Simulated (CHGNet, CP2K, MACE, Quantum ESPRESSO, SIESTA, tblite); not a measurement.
# Bulk modulus two ways: random rock-salt alloy of NbC and TiC (64 atoms), SIESTA DZP, PBE

The cell holds 64 atoms (28 Ti, 32 C and 4 Nb). Recipe: rock-salt NbC, 2 x 2 x 2 conventional cells, 28 of 32 Nb sites given to Ti at random (x = 0.875), lattice by Vegard's rule (a = 4.346 Å); not relaxed, displaced by a Gaussian of 0.02 Å. Then the atoms were relaxed with MACE MPA-0 medium in the fixed cell.

Calculated with SIESTA 5.4.2: PBE; DZP orbitals, shift 0.01 Ry, mesh 500 Ry; k-points Γ. The cell is scaled evenly by ±3 % in volume, with fractional positions held.

| volume (Å³/atom) | energy less the middle row's (meV/atom) | pressure (GPa) |
| --- | --- | --- |
| 9.9516 | 6.064 | 7.376 |
| 10.259 | 0.000 | -0.825 |
| 10.567 | 8.569 | -7.873 |

Task: Find the bulk modulus at the middle volume from the pressures and from the energies, and check the printed pressure against the slope of the energy (1 meV/Å³ = 0.16022 GPa).

Worked:

The step is h = 0.3078 Å³. From pressures: B = −V dP/dV = 10.259 × (7.376 − (-7.873)) / (2 × 0.3078) = 254 GPa.

From energies: B = V d²E/dV² = 10.259 × (6.064 + (8.569)) / 0.3078² = 1585 meV/Å³ = 254 GPa.

Slope: P = −dE/dV = −(8.569 − (6.064)) / (2 × 0.3078) = -4.07 meV/Å³ = -0.65 GPa, against -0.82 GPa printed.

The two moduli agree within 0 %.

A central difference over ±3 % overstates P by about B(1 + B′)(0.03)²/6, some 0.19 GPa for B′ = 4.

Limits: three points, a static cell at zero temperature, the cell shape held; the modulus is that at -0.8 GPa, not at zero pressure.

[Hosts, paths, dates, database ids (printed as entryN), source tags and the programs' standing remarks are cut or masked in the printed files.]
